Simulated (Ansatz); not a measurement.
# Tc of Rh (Fm-3m) from its phonons, part 2 of 2

Aim: the phonon-mediated transition temperature of Rh (Fm-3m) at ambient pressure, over a range of μ*. The cell shown first is a relaxed one, from steps not shown here.

Ansatz 0.2.0; DFT PBE, scalar-relativistic, plane waves, PAW.

So far, log mean phonon energy ħω_log (meV): step 2 (coupling and resistivity: q 3×3×3, k 9×9×9, scattering …) 21.0.

**3. Coupling and resistivity: q 4×4×4, k 12×12×12, scattering 20×20×20**

The next rung changes the q mesh, which sets the reach of the force constants and couplings; the k mesh of the density and its response; the scattering mesh, which samples the Fermi surface.

input.yaml reads:

```yaml
crystal:
  lattice:
    - [0.0, 1.9151674341, 1.9151674341]
    - [1.9151674341, 0.0, 1.9151674341]
    - [1.9151674341, 1.9151674341, 0.0]
  atoms:
    - { symbol: Rh, position: [0.0, 0.0, 0.0] }
kpoints:
  mp_grid: { grid: [12, 12, 12] }
hamiltonian:
  xc: pbe
scf:
  occupations: { method: methfessel_paxton, width: 0.2 }
output:
  eigenvalues: true
phonons:
  method: dfpt
  qmesh: [4, 4, 4]
  temperatures: { t_max: 1000, t_step: 50 }
  qpath:
    path:
      - [[0.0, 0.0, 0.0], [0.5, 0.0, 0.5], [0.625, 0.25, 0.625]]
      - [[0.375, 0.375, 0.75], [0.0, 0.0, 0.0], [0.5, 0.5, 0.5], [0.5, 0.25, 0.75], [0.5, 0.0, 0.5]]
    npoints: 10
  electrical_resistivity:
    mesh: [20, 20, 20]
    temperatures: [20.0, 50.0, 80.0, 100.0, 150.0, 200.0, 273.0, 300.0, 400.0, 500.0, 600.0, 800.0]
  superconductivity: { mesh: [20, 20, 20] }
```

Run with:

```
$ ansatz run input.yaml --threads 4 --pin off --max-ram 10240MiB --backend cpu --events-out ev --progress --plain --runs-dir out
```

Numbers of over 12 decimals in the logs are rounded to 6 here.

Log:

```text
[...]
Crystal: 1 atoms, lattice volume = 14.049 Å³
Basis set: ecut = 420 eV, 283 PW (Γ), exchange–correlation on 40×40×40 points (8 copies of the dense FFT grid, shifted against one another)
Bands: 13, of which v1, the nominal top of the filled ones, is band 9 counted from 1 (8 counted from 0)
Symmetry: 48 space group operations
k-points: 72 of 1728
[...]
SCF iter   1: F=—  HF=-6402.890028 eV  |F-HF|=—  |Δ(HF+E_count)|=         —  Δρ=2.65e-3  dr2=1.91e-4  ethr=1.77e-3  ⟨swp⟩=4.7  Hψ=4993  notcnv=0
[...]
SCF iter   8: F=-6402.890148 eV  HF=-6402.890148 eV  |F-HF|=2.73e-12  |Δ(HF+E_count)|=  1.86e-10  S|Δr|=    0.00e0  Δρ=2.02e-7  dr2=4.61e-12  ethr=1.00e-12  ⟨swp⟩=4.2  Hψ=4201  notcnv=0
SCF 1 converged in 8 iterations: F = -6402.890148 eV  dr2 = 4.61e-12
[...]
NSCF: frozen V_eff on 72 k-points
[...]
SCF iter   1: F=—  HF=-6402.890028 eV  |F-HF|=—  |Δ(HF+E_count)|=         —  Δρ=2.65e-3  dr2=1.91e-4  ethr=1.77e-3  ⟨swp⟩=4.7  Hψ=4993  notcnv=0
[...]
SCF iter   8: F=-6402.890148 eV  HF=-6402.890148 eV  |F-HF|=4.55e-12  |Δ(HF+E_count)|=  1.86e-10  S|Δr|=    0.00e0  Δρ=2.02e-7  dr2=4.61e-12  ethr=1.00e-12  ⟨swp⟩=2.0  Hψ=2716  notcnv=0
SCF 2 converged in 8 iterations: F = -6402.890148 eV  dr2 = 4.61e-12
[...]
SCF converged after 8 iterations
[...]
Free energy (F): -6402.890148 eV
[...]
Internal energy: -6402.894308 eV  (E = F + TS)
E sigma→0 (E₀):  -6402.891188 eV
Entropy (-TS):   0.004161 eV (4.161 meV/atom)
Fermi energy:    21.785745 eV
[...]
--- Band table (eV; the first three rows and the last of 72) ---
  k-point 0: bands = [... 5 lower, 18.7843, 18.7843, 18.7843, 20.7977, 20.7977, 37.5998, 42.8194, 42.8194]
  k-point 1: bands = [... 5 lower, 18.6709, 18.8871, 18.8871, 20.7440, 20.7440, 37.9712, 41.5134, 43.2063]
  k-point 2: bands = [... 5 lower, 18.4685, 19.0949, 19.0949, 20.7005, 20.7005, 38.7129, 39.2650, 44.2795]
  k-point 71: bands = [... 5 lower, 18.0846, 18.0846, 20.6026, 22.7131, 31.2348, 31.2348, 32.8000, 34.2111]
[...]
ASR residual: 1.729e-4 → 0.000e0 eV/Å²; symmetrization residual: 2.274e-12 eV/Å²
  ASR residual per site (eV/Å²): 1.73e-4
  Γ frequencies (cm⁻¹): 0.00 0.00 0.00
--- Phonons (arbitrary-q DFPT): 8 irreducible q on the 4×4×4 mesh ---
[...]
interpolated dispersion: 62 rows × 3 modes
[...]
--- Electrical resistivity: potentials and phonons of a 4×4×4 supercell ---
[...]
at the Fermi level of each mesh (of a tensor a third of its trace):
[...]
20×20×20                     0.6657              9.5447    0.3848    0.4247          20.805
       10×10×10                     0.6516              8.4917    0.3500    0.3973          20.732
          5×5×5                     0.7028              8.8324    0.3267    0.4206          20.382
  resistivity on the deck's mesh, µΩ·cm:
[...]
20.00     5.5147e-4              no     5.5147e-4     5.5147e-4     5.5147e-4       1.3618e-3         8.0100e-4
     50.00     1.1160e-1              no     1.1160e-1     1.1160e-1     1.1160e-1       1.8713e-1         1.1341e-1
     80.00     5.7892e-1              no     5.7892e-1     5.7892e-1     5.7892e-1       7.2983e-1         5.6500e-1
    100.00      1.0033e0              no      1.0033e0      1.0033e0      1.0033e0        1.1614e0         9.7061e-1
    150.00      2.1004e0              no      2.1004e0      2.1004e0      2.1004e0        2.2528e0          2.0242e0
    200.00      3.1384e0              no      3.1384e0      3.1384e0      3.1384e0        3.3040e0          3.0260e0
    273.00      4.5733e0              no      4.5733e0      4.5733e0      4.5733e0        4.7813e0          4.4126e0
    300.00      5.0901e0              no      5.0901e0      5.0900e0      5.0901e0        5.3169e0          4.9121e0
    400.00      6.9716e0              no      6.9715e0      6.9715e0      6.9716e0        7.2735e0          6.7305e0
    500.00      8.8289e0              no      8.8289e0      8.8289e0      8.8289e0        9.2100e0          8.5258e0
    600.00      1.0681e1              no      1.0681e1      1.0681e1      1.0681e1        1.1143e1          1.0317e1
    800.00      1.4403e1              no      1.4403e1      1.4403e1      1.4403e1        1.5034e1          1.3919e1
[...]
vibrations of 64 cells: unjudged by the run; compare a larger repeat
[...]
--- Superconductivity: potentials and phonons of a 4×4×4 supercell ---
           mesh         λ    ħω_log (meV)  μ* declared at (meV)
       20×20×20    0.3848          20.805               21.539
       10×10×10    0.3500          20.732               21.477
          5×5×5    0.3267          20.382               21.235
  λ by the species' shares of the modes' patterns: Rh 0.3848
[...]
0.08      1.301         1.319         1.259         1.258         1.390         1.389          1.389
      0.10      0.806         0.817         0.760         0.760         0.868         0.868          0.868
      0.12      0.452         0.457         0.416         0.416         0.498         0.498          0.498
      0.13      0.322         0.326         0.293         0.294         0.363         0.363          0.363
      0.14      0.221         0.223         0.199         0.200         0.257         0.257          0.257
      0.16      0.089         0.090    none_found    none_found         0.115         0.116          0.115
      0.20      0.005         0.006    none_found    none_found    none_found    none_found     none_found
  none_found: no transition down to 0.1 K
[...]
vibrations of 64 cells: unjudged by the run; compare a larger repeat
[...]
```

Run time: 2.5 min. Hardware: 4 threads of Intel Xeon Platinum 8488C (Sapphire Rapids), shared host; peak memory 2.3 GiB.

Numbers from this step:

```yaml
zero_point_energy: 0.03168 eV/cell
highest_frequency_solved_or_plainly_interpolated: 236.1 cm⁻¹
debye_temperature_second_moment: 325 K
resistivity_at_300_k: 5.09 μΩ cm
coupling_constant_lambda: 0.3848
density_of_states_at_the_fermi_level: 0.6657 states/eV a spin and cell
log_mean_phonon_energy_omega_log: 20.81 meV
transport_coupling_constant_lambda_tr: 0.4247, 0.4247, 0.4247 (xx, yy, zz)
drude_plasma_energy: 9.545, 9.545, 9.545 eV (xx, yy, zz)
resistivity_times_mean_free_path: 3.45, 3.45, 3.45 × 10⁻¹⁶ Ω m² (xx, yy, zz)
second_moment_phonon_energy_omega: 21.54 meV
coupling_lambda_by_branch: 0.144, 0.137, 0.103 (branches by rank of frequency)
```

An empty cell: under 1 mK by a formula, or no transition down to the floor of the Eliashberg search. Transition temperatures:

```tsv
μ*	McMillan Tc (K)	Allen–Dynes Tc (K)	isotropic Fermi-surface Tc (K)	isotropic full bandwidth Tc (K)	anisotropic Fermi-surface Tc (K)	anisotropic full bandwidth Tc (K)	anisotropic narrow window Tc (K)
0.08	1.3	1.32	1.26	1.26	1.39	1.39	1.39
0.1	0.806	0.817	0.76	0.76	0.868	0.868	0.868
0.12	0.452	0.457	0.416	0.416	0.498	0.498	0.498
0.13	0.322	0.326	0.293	0.294	0.363	0.363	0.363
0.14	0.221	0.223	0.199	0.2	0.257	0.257	0.257
0.16	0.0895	0.0904	-	-	0.115	0.116	0.115
0.2	0.00549	0.00554	-	-	-	-	-
```

**4. Coupling and resistivity: q 6×6×6, k 18×18×18, scattering 24×24×24**

The next rung changes the q mesh, which sets the reach of the force constants and couplings; the k mesh of the density and its response; the scattering mesh, which samples the Fermi surface.

input.yaml, the sections that differ from step 3:

```yaml
kpoints:
  mp_grid: { grid: [18, 18, 18] }
phonons:
  method: dfpt
  qmesh: [6, 6, 6]
  temperatures: { t_max: 1000, t_step: 50 }
  qpath:
    path:
      - [[0.0, 0.0, 0.0], [0.5, 0.0, 0.5], [0.625, 0.25, 0.625]]
      - [[0.375, 0.375, 0.75], [0.0, 0.0, 0.0], [0.5, 0.5, 0.5], [0.5, 0.25, 0.75], [0.5, 0.0, 0.5]]
    npoints: 10
  electrical_resistivity:
    mesh: [24, 24, 24]
    temperatures: [20.0, 50.0, 80.0, 100.0, 150.0, 200.0, 273.0, 300.0, 400.0, 500.0, 600.0, 800.0]
  superconductivity: { mesh: [24, 24, 24] }
# crystal, hamiltonian, scf, output: as in step 3
```

Log:

```text
[...]
Crystal: 1 atoms, lattice volume = 14.049 Å³
Basis set: ecut = 420 eV, 283 PW (Γ), exchange–correlation on 40×40×40 points (8 copies of the dense FFT grid, shifted against one another)
Bands: 13, of which v1, the nominal top of the filled ones, is band 9 counted from 1 (8 counted from 0)
Symmetry: 48 space group operations
k-points: 195 of 5832
[...]
SCF iter   1: F=—  HF=-6402.888612 eV  |F-HF|=—  |Δ(HF+E_count)|=         —  Δρ=2.64e-3  dr2=1.97e-4  ethr=1.77e-3  ⟨swp⟩=4.6  Hψ=13418  notcnv=0
[...]
SCF iter   7: F=-6402.888810 eV  HF=-6402.888810 eV  |F-HF|=5.46e-12  |Δ(HF+E_count)|=  2.91e-11  S|Δr|=    0.00e0  Δρ=3.25e-7  dr2=9.13e-12  ethr=1.00e-12  ⟨swp⟩=5.2  Hψ=9924  notcnv=0
SCF 1 converged in 7 iterations: F = -6402.888810 eV  dr2 = 9.13e-12
[...]
SCF iter   1: F=—  HF=-6402.888612 eV  |F-HF|=—  |Δ(HF+E_count)|=         —  Δρ=2.64e-3  dr2=1.97e-4  ethr=1.77e-3  ⟨swp⟩=4.6  Hψ=13418  notcnv=0
[...]
SCF iter   7: F=-6402.888810 eV  HF=-6402.888810 eV  |F-HF|=6.37e-12  |Δ(HF+E_count)|=  3.00e-11  S|Δr|=    0.00e0  Δρ=3.25e-7  dr2=9.07e-12  ethr=1.00e-12  ⟨swp⟩=2.5  Hψ=5334  notcnv=0
SCF 2 converged in 7 iterations: F = -6402.888810 eV  dr2 = 9.07e-12
[...]
SCF converged after 7 iterations
[...]
Free energy (F): -6402.888810 eV
[...]
Internal energy: -6402.889184 eV  (E = F + TS)
E sigma→0 (E₀):  -6402.888903 eV
Entropy (-TS):   0.000374 eV (0.374 meV/atom)
Fermi energy:    21.783129 eV
[...]
--- Band table (eV; the first three rows and the last of 195) ---
  k-point 0: bands = [... 5 lower, 18.7954, 18.7954, 18.7954, 20.8110, 20.8110, 37.5995, 42.8203, 42.8203]
  k-point 1: bands = [... 5 lower, 18.7422, 18.8430, 18.8430, 20.7847, 20.7847, 37.7706, 42.1649, 42.9936]
  k-point 2: bands = [... 5 lower, 18.6088, 18.9672, 18.9672, 20.7286, 20.7286, 38.2259, 40.7765, 43.4980]
  k-point 194: bands = [... 5 lower, 17.6692, 18.5608, 20.6822, 22.7272, 30.4839, 31.9563, 32.8289, 34.2315]
[...]
ASR residual: 2.595e-4 → 0.000e0 eV/Å²; symmetrization residual: 1.541e-12 eV/Å²
  ASR residual per site (eV/Å²): 2.60e-4
  Γ frequencies (cm⁻¹): 0.00 0.00 0.00
--- Phonons (arbitrary-q DFPT): 16 irreducible q on the 6×6×6 mesh ---
[...]
q = [0.1667, 0.3333, -0.5000] (star 24, 3 solved perturbations on 3078 of 5832 k-point pairs; hermiticity 5.20e-9, symmetrization 6.73e-14): 167.80 170.38 213.60
[...]
interpolated dispersion: 62 rows × 3 modes
[...]
--- Electrical resistivity: potentials and phonons of a 6×6×6 supercell ---
[...]
at the Fermi level of each mesh (of a tensor a third of its trace):
[...]
24×24×24                     0.6618              9.6167    0.3886    0.4220          20.682
       12×12×12                     0.6742              9.1878    0.3869    0.4451          20.713
          6×6×6                     0.7077              9.3287    0.4722    0.5840          20.955
  resistivity on the deck's mesh, µΩ·cm:
[...]
20.00     5.4399e-4              no     5.4399e-4     5.4399e-4     5.4399e-4       1.3832e-3         7.6832e-4
     50.00     1.1227e-1              no     1.1227e-1     1.1227e-1     1.1227e-1       1.8688e-1         1.1345e-1
     80.00     5.7775e-1              no     5.7775e-1     5.7775e-1     5.7775e-1       7.2230e-1         5.6225e-1
    100.00     9.9780e-1              no     9.9780e-1     9.9780e-1     9.9780e-1        1.1465e0         9.6342e-1
    150.00      2.0818e0              no      2.0818e0      2.0818e0      2.0818e0        2.2189e0          2.0038e0
    200.00      3.1094e0              no      3.1094e0      3.1094e0      3.1094e0        3.2534e0          2.9944e0
    273.00      4.5348e0              no      4.5348e0      4.5348e0      4.5348e0        4.7111e0          4.3697e0
    300.00      5.0493e0              no      5.0493e0      5.0493e0      5.0493e0        5.2406e0          4.8662e0
    400.00      6.9266e0              no      6.9266e0      6.9266e0      6.9266e0        7.1787e0          6.6779e0
    500.00      8.7834e0              no      8.7834e0      8.7834e0      8.7834e0        9.1006e0          8.4708e0
    600.00      1.0637e1              no      1.0637e1      1.0637e1      1.0637e1        1.1022e1          1.0262e1
    800.00      1.4365e1              no      1.4365e1      1.4365e1      1.4365e1        1.4894e1          1.3869e1
[...]
not converged in the mesh (λ_tr; the resistivity at 20 K by 11.42 %; the resistivity at 50 K by 11.55 %; the resistivity at 80 K by 12.08 %; the resistivity at 100 K by 12.55 %; the resistivity at 150 K by 13.09 %; the resistivity at 200 K by 13.18 %; the resistivity at 273 K by 13.08 %; the resistivity at 300 K by 13.02 %; the resistivity at 400 K by 12.76 %; the resistivity at 500 K by 12.48 %; the resistivity at [...]
  vibrations of 216 cells: unjudged by the run; compare a larger repeat
[...]
--- Superconductivity: potentials and phonons of a 6×6×6 supercell ---
           mesh         λ    ħω_log (meV)  μ* declared at (meV)
       24×24×24    0.3886          20.682               21.403
       12×12×12    0.3869          20.713               21.441
          6×6×6    0.4722          20.955               21.721
  λ by the species' shares of the modes' patterns: Rh 0.3886
[...]
0.08      1.359         1.379         1.315         1.318         1.431         1.432          1.433
      0.10      0.851         0.862         0.802         0.804         0.898         0.899          0.899
      0.12      0.483         0.489         0.445         0.446         0.519         0.520          0.520
      0.13      0.348         0.352         0.317         0.318         0.380         0.381          0.380
      0.14      0.241         0.244         0.217         0.218         0.270         0.271          0.270
      0.16      0.100         0.101    none_found    none_found         0.122         0.123          0.122
      0.20      0.007         0.007    none_found    none_found    none_found    none_found     none_found
  none_found: no transition down to 0.1 K
[...]
not converged in the mesh (the transition temperature): between neighbouring meshes, the two finest first, λ moves by 0.44 % and 22.06 % and the anisotropic transition temperature over the full bandwidth at μ* = 0.13 by 12.70 % and 275.89 %; converged means that the two finest part by at most 2.00 % and 5.00 %
  vibrations of 216 cells: unjudged by the run; compare a larger repeat
[...]
```

The job ended after 13 min (4 threads; peak memory 6.4 GiB; 48 min of CPU time).

This step gave:

```
zero point energy                                 : 0.03153 eV/cell
highest frequency, solved or plainly interpolated : 235.7 cm⁻¹
Debye temperature (second moment)                 : 322 K
resistivity at 300 K                              : 5.049 μΩ cm
coupling constant λ                               : 0.3886
density of states at the Fermi level              : 0.6618 states/eV a spin and cell
log mean phonon energy ħω_log                     : 20.68 meV
transport coupling constant λ_tr                  : 0.422, 0.422, 0.422 (xx, yy, zz)
Drude plasma energy                               : 9.617, 9.617, 9.617 eV (xx, yy, zz)
resistivity times mean free path                  : 3.409, 3.409, 3.409 × 10⁻¹⁶ Ω m² (xx, yy, zz)
second-moment phonon energy ħω₂                   : 21.40 meV
coupling λ by branch                              : 0.146, 0.142, 0.101 (branches by rank of frequency)
```

An empty cell: under 1 mK by a formula, or no transition down to the floor of the Eliashberg search. Transition temperatures:

```tsv
μ*	McMillan Tc (K)	Allen–Dynes Tc (K)	isotropic Fermi-surface Tc (K)	isotropic full bandwidth Tc (K)	anisotropic Fermi-surface Tc (K)	anisotropic full bandwidth Tc (K)	anisotropic narrow window Tc (K)
0.08	1.36	1.38	1.32	1.32	1.43	1.43	1.43
0.1	0.851	0.862	0.802	0.804	0.898	0.899	0.899
0.12	0.483	0.489	0.445	0.446	0.519	0.52	0.52
0.13	0.348	0.352	0.317	0.318	0.38	0.381	0.38
0.14	0.241	0.244	0.217	0.218	0.27	0.271	0.27
0.16	0.1	0.101	-	-	0.122	0.123	0.122
0.2	0.00682	0.00688	-	-	-	-	-
```

The Eliashberg function α²F has structure finer than the step of the table below, so its rows give means over 1 meV, whole bins alone (the curve runs from 0.113 to 28.9 meV). Peaks (meV: height): α²F 21.4: 0.690, 26.9: 0.502; α²F tr 21.4: 0.761, 26.9: 0.529.

Eliashberg function α²F against phonon energy; means over each step:

```tsv
phonon energy (meV)	α²F	α²F tr
2	5.8e-6	0
3	1.3e-4	1.0e-5
4	2.5e-4	9.9e-5
5	4.5e-4	1.8e-4
6	7.3e-4	3.7e-4
7	0.00105	6.2e-4
8	0.00157	0.00106
9	0.00249	0.00191
10	0.00447	0.00390
11	0.00876	0.00848
12	0.0171	0.0177
13	0.0281	0.0300
14	0.0421	0.0460
15	0.0619	0.0692
16	0.0979	0.112
17	0.183	0.207
18	0.238	0.268
19	0.341	0.386
20	0.494	0.559
21	0.599	0.660
22	0.465	0.467
23	0.237	0.231
24	0.155	0.180
25	0.243	0.278
26	0.317	0.344
27	0.413	0.430
28	0.122	0.118
```

Anisotropic full-bandwidth solution, weighted at the Fermi level. Gaps:

```tsv
mu*	T (K)	mean gap (meV)	5 % (meV)	95 % (meV)	mean Z
0.1	0.225	0.132	0.104	0.163	1.39
0.1	0.45	0.126	0.0992	0.156	1.39
0.1	0.674	0.101	0.08	0.125	1.39
0.1	0.809	0.0685	0.0541	0.0846	1.39
0.13	0.0952	0.0552	0.0414	0.0706	1.39
0.13	0.19	0.0525	0.0394	0.067	1.39
0.13	0.285	0.0422	0.0317	0.0537	1.39
0.13	0.343	0.0285	0.0214	0.0361	1.39
0.16	0.0307	0.0175	0.0122	0.0231	1.39
0.16	0.0614	0.0166	0.0116	0.0219	1.39
0.16	0.0921	0.0133	0.00932	0.0175	1.39
0.16	0.11	0.00895	0.00629	0.0117	1.39
```

The dTc/da2F by phonon energy:

```tsv
phonon energy (meV)	dTc/da2F (K/meV)
2	-
3	2.81
4	2.35
5	2.03
6	1.79
7	1.61
8	1.46
9	1.33
10	1.23
11	1.13
12	1.06
13	0.988
14	0.927
15	0.874
16	0.825
17	0.781
18	0.742
19	0.705
20	0.673
21	0.642
22	0.614
23	0.588
24	0.564
25	0.542
26	0.521
27	0.501
28	0.483
```

The share of the Fermi-level states by lambda of a state:

```tsv
lambda of a state	share of the Fermi-level states
0.218	5.0e-4
0.245	0.001
0.272	0.0069
0.299	0.0306
0.325	0.0907
0.352	0.248
0.379	0.176
0.406	0.216
0.433	0.102
0.460	0.0825
0.487	0.0239
0.514	0.0077
0.541	0.0059
0.568	0.006
0.595	5.0e-4
0.622	5.0e-4
0.649	3.0e-4
0.676	0
0.703	0
0.730	0
0.757	0
0.784	0
0.811	2.0e-4
0.837	0
```

**5. Results**

```json
{
 "meshes": "q 6×6×6, k 18×18×18, scattering 24×24×24",
 "coupling constant λ": "0.389",
 "log mean phonon energy ħω_log": "20.7 meV",
 "Allen–Dynes Tc at μ* = 0.1": "0.862 K",
 "Allen–Dynes Tc at μ* = 0.13": "0.352 K",
 "anisotropic Eliashberg Tc at μ* = 0.1": "0.899 K",
 "anisotropic Eliashberg Tc at μ* = 0.13": "0.381 K"
}
```

**Reading.** In the last run (PBE, q 6×6×6, k 18×18×18, scattering 24×24×24), with λ = 0.39 and ħω_log = 20.7 meV, Tc at μ* = 0.13 is 0.35 K by McMillan's formula, 0.35 K by Allen and Dynes's and 0.38 K by the anisotropic Eliashberg equations. Measured: transition temperature: 0.000325 K (bulk, normal pressure; compiled value; quoted in “List of superconductors”, 2026, Wikipedia's table of superconducting elements, as read in December). At μ* = 0.13 the calculation gives 0.38 K, far above it. These runs do not show the cause; candidates are the relaxed cell, a larger μ*, spin fluctuations and the meshes. Raising μ* from 0.10 to 0.16 lowers the Allen–Dynes value from 0.86 to 0.10 K. The mean gap at a quarter of Tc gives 2Δ/k_B Tc = 3.36, against 3.53 in weak-coupling theory. The gap spreads from 0.041 to 0.071 meV over nine tenths of the Fermi surface. By the run's own test the transition temperature is not converged in the fine mesh. The run's transport test calls it not converged in the mesh; ρ(300 K) moves by 13 % in the component that moves most. Over the runs, λ takes the values 0.375, 0.385 and 0.389, in the order shown. μ* is a typed number, phonons are harmonic, and spin fluctuations are left out; at μ* = 0.13 McMillan's formula turns 1 % in λ into about 8.2 % in Tc.

[Logs are printed without paths, hosts, clocks, repeated set-up lines and the standing remarks that a program may print on its own settings, such as how far it seeks lower states.]

[Hosts, paths, dates, database ids (printed as entryN), source tags and the programs' standing remarks are cut or masked in the printed files.]
